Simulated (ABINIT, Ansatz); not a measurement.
# KCl (Sylvite): G0W0 on several meshes in ABINIT

Wanted: mesh dependence and cost of G0W0 for KCl (Sylvite).

Program: ABINIT 10.8.3. Level of theory: PBE and many-body steps on it, plane waves. Results are calculated unless marked as measured.

This is a report of a sequence of runs, with most program output left out.

## 1. The structure

Symmetry: Fm-3m, No. 225, cubic system. The conventional cell has a = 6.293 Å, b = 6.293 Å, c = 6.293 Å, α = 90.00°, β = 90.00°, γ = 90.00°. K has 6 Cl at 3.15 Å nearest. Nearest to Cl lie 6 K at 3.15 Å. Farther neighbours and most contacts between anions are not listed.

Coordinates:

```cif
data_structure
_symmetry_space_group_name_H-M 'Fm-3m'
_symmetry_Int_Tables_number 225
_cell_length_a 6.2929
_cell_length_b 6.2929
_cell_length_c 6.2929
_cell_angle_alpha 90.000
_cell_angle_beta 90.000
_cell_angle_gamma 90.000
_cell_volume 249.21
loop_
_atom_site_label
_atom_site_type_symbol
_atom_site_symmetry_multiplicity
_atom_site_Wyckoff_symbol
_atom_site_fract_x
_atom_site_fract_y
_atom_site_fract_z
_atom_site_occupancy
K1 K 4 a 0.00000 0.00000 0.00000 1
Cl1 Cl 4 b 0.50000 0.00000 0.00000 1
```

The cell and positions come from the Crystallography Open Database and are kept as given unless a step says otherwise.

## 2. Empty states on the mesh, 4×4×4 mesh, 201 bands

This step: ABINIT 10.8.3; DFT, PBE, plane waves, norm-conserving pseudopotentials.

The sums over transitions need many empty states on a uniform mesh; this step solves for them.

Contents of run.abi:

```
acell 3*1.0 Angstrom
rprim 
  -0.000000000000 3.146470000000 3.146470000000
  3.146470000000 0.000000000000 3.146470000000
  3.146470000000 3.146470000000 -0.000000000000
ntypat 2
znucl 19 17
natom 2
typat 1 2
xred 
  0.000000000000 0.000000000000 0.000000000000
  0.500000000000 0.500000000000 0.500000000000
pp_dirpath "pseudos"
pseudos "K.upf, Cl.upf"
ecut 33
ngkpt 4 4 4
nshiftk 1
shiftk 0 0 0
kptopt 1
chksymbreak 0
irdden 1
istwfk *1
nband 201
prtvol 0
optdriver 6
gwr_task "HDIAGO"
paral_kgb 0
occopt 1
indata_prefix "in"
outdata_prefix "out"
tmpdata_prefix "tmp"
```

Command:

```sh
$ OMP_NUM_THREADS=1 mpirun -n 4 abinit run.abi > log
```

It took 1.8 min on 4 MPI ranks of Intel Xeon Platinum 8259CL at 2.50GHz (Skylake/Cascade Lake), shared host; peak memory 3.4 GiB.

This step gave:

```yaml
gap: 5.190 eV
k_of_the_valence_top: 0, 0, 0
k_of_the_conduction_bottom: 0, 0, 0
least_direct_gap: 5.190 eV
k_points_computed: 8
lowest_point_of_the_top_converged_band_above_the_valence_top: 112.3479 eV
```

On this mesh the gap is 5.190 eV.

The density comes from a self-consistent run that is not shown.

## 3. Screening, 4×4×4 mesh, 83 bands, screening to 141.5 eV

The RPA dielectric matrix is built and inverted for each q.

This step: RPA screening on PBE, plane waves, norm-conserving pseudopotentials.

Changes to run.abi since step 2:

```diff
@@ -20,10 +20,11 @@
 chksymbreak 0
-irdden 1
 istwfk *1
-nband 201
-prtvol 0
-optdriver 6
-gwr_task "HDIAGO"
-paral_kgb 0
 occopt 1
+irdwfk 1
+optdriver 3
+nband 83
+ecuteps 5.2
+inclvkb 2
+awtr 1
+symchi 1
 indata_prefix "in"
```

The job ended after 31 s (4 MPI ranks; peak memory 0.89 GiB).

This step gave:

| Property | Result |
| --- | --- |
| ε∞ with local fields, on this mesh, along the program's q direction | 2.177 |
| the same without local fields | 2.583 |
| plasma frequency | 18.82 eV |
| plane waves in the screening matrix | 259 |

Local fields lower ε∞ by 16 %.

## 4. 4×4×4

The self-energy is evaluated for the states that the input lists, and the levels follow from it, in one-shot runs by the linearised quasiparticle equation.

This step: G0W0 on PBE, plane waves, norm-conserving pseudopotentials.

Changes to run.abi since step 3:

```diff
@@ -23,8 +23,15 @@
 irdwfk 1
-optdriver 3
+optdriver 4
 nband 83
+gwcalctyp 0
+ecutsigx 33
+symsigma 1
+nkptgw 1
+kptgw 
+  0.0000000000 0.0000000000 0.0000000000
+bdgw 
+  6 12
 ecuteps 5.2
-inclvkb 2
-awtr 1
-symchi 1
+irdscr 1
+ppmodel 1
 indata_prefix "in"
```

Wall time 9.3 s (4 MPI ranks); peak memory 0.94 GiB.

Numbers from this step:

- G0W0 gap on the points computed: 7.965 eV
- starting gap on the mesh: 5.190 eV
- k of the valence top: 0, 0, 0
- k of the conduction bottom: 0, 0, 0
- Z at the valence top: 0.811
- Z at the conduction bottom: 0.874
- least direct G0W0 gap on the computed points: 7.965 eV

The gap on the mesh goes from 5.19 eV to 7.96 eV, a correction of +2.78 eV.

## 5. Empty states on the mesh, 6×6×6 mesh, 91 bands

This step: DFT, PBE, plane waves, norm-conserving pseudopotentials.

Changes to run.abi since step 4:

```diff
@@ -15,3 +15,3 @@
 ecut 33
-ngkpt 4 4 4
+ngkpt 6 6 6
 nshiftk 1
@@ -20,18 +20,10 @@
 chksymbreak 0
+iscf -2
+irdden 1
 istwfk *1
-occopt 1
-irdwfk 1
-optdriver 4
-nband 83
-gwcalctyp 0
-ecutsigx 33
-symsigma 1
-nkptgw 1
-kptgw 
-  0.0000000000 0.0000000000 0.0000000000
-bdgw 
-  6 12
-ecuteps 5.2
-irdscr 1
-ppmodel 1
+nband 91
+nbdbuf 8
+tolwfr 1e-09
+nstep 60
+prtvol 0
 indata_prefix "in"
```

It took 54 s on 4 MPI ranks; peak memory 0.39 GiB.

Numbers from this step:

```yaml
gap: 5.189 eV
k_of_the_valence_top: 0, 0, 0
k_of_the_conduction_bottom: 0, 0, 0
least_direct_gap: 5.189 eV
k_points_computed: 16
lowest_point_of_the_top_converged_band_above_the_valence_top: 60.7807 eV
```

On this mesh the gap is 5.189 eV.

## 6. Screening, 6×6×6 mesh, 83 bands, screening to 141.5 eV

This step: RPA screening on PBE, plane waves, norm-conserving pseudopotentials.

Changes to run.abi since step 5:

```diff
@@ -20,10 +20,11 @@
 chksymbreak 0
-iscf -2
-irdden 1
 istwfk *1
-nband 91
-nbdbuf 8
-tolwfr 1e-09
-nstep 60
-prtvol 0
+occopt 1
+irdwfk 1
+optdriver 3
+nband 83
+ecuteps 5.2
+inclvkb 2
+awtr 1
+symchi 1
 indata_prefix "in"
```

It took 3 min on 4 MPI ranks; peak memory 1.5 GiB; 12 min of CPU time.

This step gave:

```
ε∞ with local fields, on this mesh, along the program's q direction : 2.169
the same without local fields                                       : 2.576
plasma frequency                                                    : 18.82 eV
plane waves in the screening matrix                                 : 259
```

## 7. 6×6×6

This step: G0W0 on PBE, plane waves, norm-conserving pseudopotentials.

Changes to run.abi since step 6:

```diff
@@ -23,8 +23,15 @@
 irdwfk 1
-optdriver 3
+optdriver 4
 nband 83
+gwcalctyp 0
+ecutsigx 33
+symsigma 1
+nkptgw 1
+kptgw 
+  0.0000000000 0.0000000000 0.0000000000
+bdgw 
+  6 12
 ecuteps 5.2
-inclvkb 2
-awtr 1
-symchi 1
+irdscr 1
+ppmodel 1
 indata_prefix "in"
```

Elapsed: 14 s, on 4 MPI ranks; peak memory 1.4 GiB.

This step gave:

- G0W0 gap on the points computed: 7.98 eV
- starting gap on the mesh: 5.189 eV
- k of the valence top: 0, 0, 0
- k of the conduction bottom: 0, 0, 0
- Z at the valence top: 0.81
- Z at the conduction bottom: 0.874
- least direct G0W0 gap on the computed points: 7.98 eV

Against G0W0 in ABINIT (4×4×4 mesh, 83 bands, screening to 141.5 eV, Godby-Needs plasmon pole), the gap moves by +0.015 eV.

## 8. Side by side

Times are wall times on 4 MPI ranks of Intel Xeon Platinum 8259CL at 2.50GHz (Skylake/Cascade Lake), shared host, good to a factor of about two. A run's time includes the screening step that it read.

| run | mesh | bands | screening cutoff (eV) | DFT gap (eV) | gap on the mesh (eV) | direct (eV) | ε∞ used | time |
| --- | --- | --- | --- | --- | --- | --- | --- | --- |
| 4×4×4 | 4×4×4 | 83 | 141.5 | 5.190 | 7.965 | 7.965 | 2.18 | 41 s |
| 6×6×6 | 6×6×6 | 83 | 141.5 | 5.189 | 7.980 | 7.980 | 2.17 | 3.2 min |

## 9. Outcome

```
4×4×4        : 7.965 eV
6×6×6        : 7.980 eV
known limits : not at the basis limit
```

In words: 6×6×6: +0.015 eV against 4×4×4. Bands and cutoff are finite, so the gap is not at the basis limit. The miss can reach some tenths of an eV and take either sign; the mesh is an error of its own. In the first G0W0 run levels were corrected at 1 k point alone, so a gap called «on the mesh» is the least over those, and an edge elsewhere would be missed.

[Paths, hosts, dates, memory and timing lines, banners, echoed tables and standing remarks are left out of the program output.]

[Logs are printed without paths, hosts, clocks, repeated set-up lines and the standing remarks that a program may print on its own settings, such as how far it seeks lower states.]

[Runs of the session that timed out or met a known fault of the program may be left out.]

[No measured gap is set beside runs whose start may be inverted or whose files or cutoffs have a known fault.]

[Hosts, paths, dates, database ids (printed as entryN), source tags and the programs' standing remarks are cut or masked in the printed files.]

[G0W0 gaps are taken among the corrected bands and points alone; a level outside them can change the order at an edge.]

[Where Ansatz stands beside ABINIT at settings called matched, ABINIT's density can come from a denser mesh and the files from another edition; pairs whose starting gaps differed by over 0.03 eV were left out, so agreement reads better than it is.]
